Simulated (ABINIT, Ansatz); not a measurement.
## Ba2H6Os (Fm-3m): G0W0 on several meshes in ABINIT

Wanted: mesh dependence and cost of G0W0 for Ba2H6Os (Fm-3m).

Main program and level: ABINIT 10.8.3; LDA and many-body steps on it, plane waves.

This is a report of a sequence of runs, with most program output left out.

## Step 1: The starting structure

It takes space group Fm-3m (No. 225, cubic). Conventional cell: a = 8.092 Å, b = 8.092 Å, c = 8.092 Å, α = 90.00°, β = 90.00°, γ = 90.00°. Nearest to Ba lie 12 H at 2.88 Å. Nearest to H lie 1 Os at 1.73 Å and 4 H at 2.45 Å and 4 Ba at 2.88 Å. Nearest to Os lie 6 H at 1.73 Å. Farther neighbours are not listed.

Structure file:

```cif
data_structure
_symmetry_space_group_name_H-M 'P 1'
_symmetry_Int_Tables_number 1
_cell_length_a 5.7222
_cell_length_b 5.7222
_cell_length_c 5.7222
_cell_angle_alpha 60.000
_cell_angle_beta 60.000
_cell_angle_gamma 60.000
_cell_volume 132.49
loop_
_atom_site_label
_atom_site_type_symbol
_atom_site_fract_x
_atom_site_fract_y
_atom_site_fract_z
_atom_site_occupancy
Ba1 Ba 0.75000 0.75000 0.75000 1
Ba2 Ba 0.25000 0.25000 0.25000 1
H3 H 0.78592 0.78592 0.21408 1
H4 H 0.21408 0.78592 0.21408 1
H5 H 0.78592 0.21408 0.21408 1
H6 H 0.21408 0.21408 0.78592 1
H7 H 0.78592 0.21408 0.78592 1
H8 H 0.21408 0.78592 0.78592 1
Os9 Os 0.00000 0.00000 0.00000 1
```

The cell and positions are those that the Materials Project relaxed with its own functionals (PBE, PBE+U or r2SCAN), kept fixed. Spin-orbit coupling is left out unless a step names it.

## Step 2: Empty states on the mesh, 2×2×2 mesh, 258 bands

This step: ABINIT 10.8.3; DFT, LDA, plane waves, norm-conserving pseudopotentials.

The sums over transitions need many empty states on a uniform mesh; this step solves for them.

run.abi

```
acell 3*1.0 Angstrom
rprim 
  -0.000000000000 4.046207840000 4.046207840000
  4.046207840000 0.000000000000 4.046207840000
  4.046207840000 4.046207840000 0.000000000000
ntypat 3
znucl 56 1 76
natom 9
typat 1 1 2 2 2 2 2 2 3
xred 
  0.750000000000 0.750000000000 0.750000000000
  0.250000000000 0.250000000000 0.250000000000
  0.785917090000 0.785917090000 0.214082910000
  0.214082910000 0.785917090000 0.214082910000
  0.785917090000 0.214082910000 0.214082910000
  0.214082910000 0.214082910000 0.785917090000
  0.785917090000 0.214082910000 0.785917090000
  0.214082910000 0.785917090000 0.785917090000
  0.000000000000 0.000000000000 0.000000000000
pp_dirpath "pseudos"
pseudos "Ba.upf, H.upf, Os.upf"
ecut 33
ngkpt 2 2 2
nshiftk 1
shiftk 0 0 0
kptopt 1
chksymbreak 0
iscf -2
irdden 1
istwfk *1
nband 258
nbdbuf 22
tolwfr 1e-09
nstep 60
prtvol 0
indata_prefix "in"
outdata_prefix "out"
tmpdata_prefix "tmp"
```

Launch:

```console
OMP_NUM_THREADS=1 mpirun -n 3 abinit run.abi > log
```

The job ended after 96 s (3 MPI ranks of Intel Xeon 6975P-C (Granite Rapids), shared host; peak memory 0.47 GiB).

This step gave:

| Property | Result |
| --- | --- |
| gap | 1.777 eV |
| k of the valence top | 0, 0, 0 |
| k of the conduction bottom | 0.5, 0.5, 0 |
| least direct gap | 2.058 eV |
| k points computed | 3 |
| lowest point of the top converged band, above the valence top | 71.5749 eV |

On this mesh the gap is 1.777 eV.

The density comes from a self-consistent run that is not shown.

## Step 3: Screening, 2×2×2 mesh, 108 bands, screening to 114.3 eV

The RPA dielectric matrix is built and inverted for each q.

This step: RPA screening on LDA, plane waves, norm-conserving pseudopotentials.

run.abi: that of step 2 with these lines changed.

```diff
@@ -27,10 +27,11 @@
 chksymbreak 0
-iscf -2
-irdden 1
 istwfk *1
-nband 258
-nbdbuf 22
-tolwfr 1e-09
-nstep 60
-prtvol 0
+occopt 1
+irdwfk 1
+optdriver 3
+nband 108
+ecuteps 4.2
+inclvkb 2
+awtr 1
+symchi 1
 indata_prefix "in"
```

Launch:

```console
OMP_NUM_THREADS=1 mpirun -n 4 abinit run.abi > log
```

Wall time 18 s (4 MPI ranks); peak memory 1.5 GiB; 70 s of CPU time.

This step gave:

* ε∞ with local fields, on this mesh, along the program's q direction: 4.527
* the same without local fields: 5.595
* plasma frequency: 20.91 eV
* plane waves in the screening matrix: 339

Local fields lower ε∞ by 19 %. On a Γ-centred mesh this coarse the value itself is usually too large, while a short band sum pulls it down.

## Step 4: 2×2×2

The self-energy is evaluated for the states that the input lists, and the levels follow from it, in one-shot runs by the linearised quasiparticle equation.

This step: G0W0 on LDA, plane waves, norm-conserving pseudopotentials.

run.abi: that of step 3 with these lines changed.

```diff
@@ -30,8 +30,17 @@
 irdwfk 1
-optdriver 3
+optdriver 4
 nband 108
+gwcalctyp 0
+ecutsigx 33
+symsigma 1
+nkptgw 2
+kptgw 
+  0.0000000000 0.0000000000 0.0000000000
+  0.5000000000 0.5000000000 0.0000000000
+bdgw 
+  19 23
+  20 23
 ecuteps 4.2
-inclvkb 2
-awtr 1
-symchi 1
+irdscr 1
+ppmodel 1
 indata_prefix "in"
```

Elapsed: 7.5 s, on 4 MPI ranks; peak memory 1.1 GiB.

Numbers from this step:

| Quantity | Value |
| --- | --- |
| G0W0 gap on the points computed | 2.608 eV |
| starting gap on the mesh | 1.777 eV |
| k of the valence top | 0, 0, 0 |
| k of the conduction bottom | 0.5, 0.5, 0 |
| Z at the valence top | 0.785 |
| Z at the conduction bottom | 0.829 |
| least direct G0W0 gap on the computed points | 2.942 eV |

The gap on the mesh goes from 1.78 eV to 2.61 eV, a correction of +0.83 eV.

## Step 5: Empty states on the mesh, 4×4×4 mesh, 118 bands

This step: DFT, LDA, plane waves, norm-conserving pseudopotentials.

run.abi: that of step 4 with these lines changed.

```diff
@@ -22,3 +22,3 @@
 ecut 33
-ngkpt 2 2 2
+ngkpt 4 4 4
 nshiftk 1
@@ -27,20 +27,10 @@
 chksymbreak 0
+iscf -2
+irdden 1
 istwfk *1
-occopt 1
-irdwfk 1
-optdriver 4
-nband 108
-gwcalctyp 0
-ecutsigx 33
-symsigma 1
-nkptgw 2
-kptgw 
-  0.0000000000 0.0000000000 0.0000000000
-  0.5000000000 0.5000000000 0.0000000000
-bdgw 
-  19 23
-  20 23
-ecuteps 4.2
-irdscr 1
-ppmodel 1
+nband 118
+nbdbuf 10
+tolwfr 1e-09
+nstep 60
+prtvol 0
 indata_prefix "in"
```

It took 52 s on 4 MPI ranks; peak memory 0.54 GiB.

Numbers from this step:

```
gap                                                           : 1.777 eV
k of the valence top                                          : 0, 0, 0
k of the conduction bottom                                    : 0.5, 0.5, 0
least direct gap                                              : 2.056 eV
k points computed                                             : 8
lowest point of the top converged band, above the valence top : 36.24 eV
```

On this mesh the gap is 1.777 eV.

## Step 6: Screening, 4×4×4 mesh, 108 bands, screening to 114.3 eV

This step: RPA screening on LDA, plane waves, norm-conserving pseudopotentials.

run.abi: that of step 5 with these lines changed.

```diff
@@ -27,10 +27,11 @@
 chksymbreak 0
-iscf -2
-irdden 1
 istwfk *1
-nband 118
-nbdbuf 10
-tolwfr 1e-09
-nstep 60
-prtvol 0
+occopt 1
+irdwfk 1
+optdriver 3
+nband 108
+ecuteps 4.2
+inclvkb 2
+awtr 1
+symchi 1
 indata_prefix "in"
```

The job ended after 1.9 min (4 MPI ranks; peak memory 2.4 GiB; 7.7 min of CPU time).

Numbers from this step:

```yaml
eps_infinity_with_local_fields_on_this_mesh_along_the_program_s_q_direction: 4.360
the_same_without_local_fields: 5.377
plasma_frequency: 20.91 eV
plane_waves_in_the_screening_matrix: 339
```

## Step 7: 4×4×4

This step: G0W0 on LDA, plane waves, norm-conserving pseudopotentials.

run.abi: that of step 6 with these lines changed.

```diff
@@ -30,8 +30,19 @@
 irdwfk 1
-optdriver 3
+optdriver 4
 nband 108
+gwcalctyp 0
+ecutsigx 33
+symsigma 1
+nkptgw 3
+kptgw 
+  0.0000000000 0.0000000000 0.0000000000
+  0.5000000000 0.5000000000 0.0000000000
+  -0.2500000000 0.5000000000 0.2500000000
+bdgw 
+  19 23
+  20 23
+  19 24
 ecuteps 4.2
-inclvkb 2
-awtr 1
-symchi 1
+irdscr 1
+ppmodel 1
 indata_prefix "in"
```

Run time: 30 s. Hardware: 4 MPI ranks; peak memory 2 GiB; 2 min of CPU time.

Numbers from this step:

```yaml
g0w0_gap_on_the_points_computed: 2.709 eV
starting_gap_on_the_mesh: 1.777 eV
k_of_the_valence_top: 0, 0, 0
k_of_the_conduction_bottom: 0.5, 0.5, 0
z_at_the_valence_top: 0.78
z_at_the_conduction_bottom: 0.825
least_direct_g0w0_gap_on_the_computed_points: 3.014 eV
```

Against G0W0 in ABINIT (2×2×2 mesh, 108 bands, screening to 114.3 eV, Godby-Needs plasmon pole), the gap moves by +0.101 eV.

## Step 8: Side by side

Times are wall times on 4 MPI ranks of Intel Xeon 6975P-C (Granite Rapids), shared host, good to a factor of about two. A run's time includes the screening step that it read.

```csv
run,mesh,bands,screening cutoff (eV),DFT gap (eV),gap on the mesh (eV),direct (eV),ε∞ used,time
2×2×2,2×2×2,108,114.3,1.777,2.608,2.942,4.53,25 s
4×4×4,4×4×4,108,114.3,1.777,2.709,3.014,4.36,2.4 min
```

## Step 9: Results

| Quantity | Value |
| --- | --- |
| 2×2×2 | 2.608 eV |
| 4×4×4 | 2.709 eV |
| known limits | not at the basis limit; no spin polarisation; d states lean on the start; no spin-orbit coupling; coarse k mesh |

4×4×4: +0.101 eV against 2×2×2. Bands and cutoff are finite, so the gap is not at the basis limit. The miss can reach some tenths of an eV and take either sign; the mesh is an error of its own. In the first G0W0 run levels were corrected at 2 k points alone, so a gap called «on the mesh» is the least over those, and an edge elsewhere would be missed. The 2×2×2 mesh is coarse for this cell, which bears on the long-range parts of exchange and screening. The runs have no spin polarisation. For a closed low-spin shell that is the natural state; where a d or f shell is open it is a constraint, and the gap is then not the crystal's own. With d states at the gap, one-shot GW leans hard on its start. The many-body steps are scalar-relativistic: spin-orbit coupling is not in them.

[Paths, hosts, dates, memory and timing lines, banners, echoed tables and standing remarks are left out of the program output.]

[Logs are printed without paths, hosts, clocks, repeated set-up lines and the standing remarks that a program may print on its own settings, such as how far it seeks lower states.]

[Runs of the session that timed out or met a known fault of the program may be left out.]

[No measured gap is set beside runs whose start may be inverted or whose files or cutoffs have a known fault.]

[Hosts, paths, dates, database ids (printed as entryN), source tags and the programs' standing remarks are cut or masked in the printed files.]

[G0W0 gaps are taken among the corrected bands and points alone; a level outside them can change the order at an edge.]

[Where Ansatz stands beside ABINIT at settings called matched, ABINIT's density can come from a denser mesh and the files from another edition; pairs whose starting gaps differed by over 0.03 eV were left out, so agreement reads better than it is.]
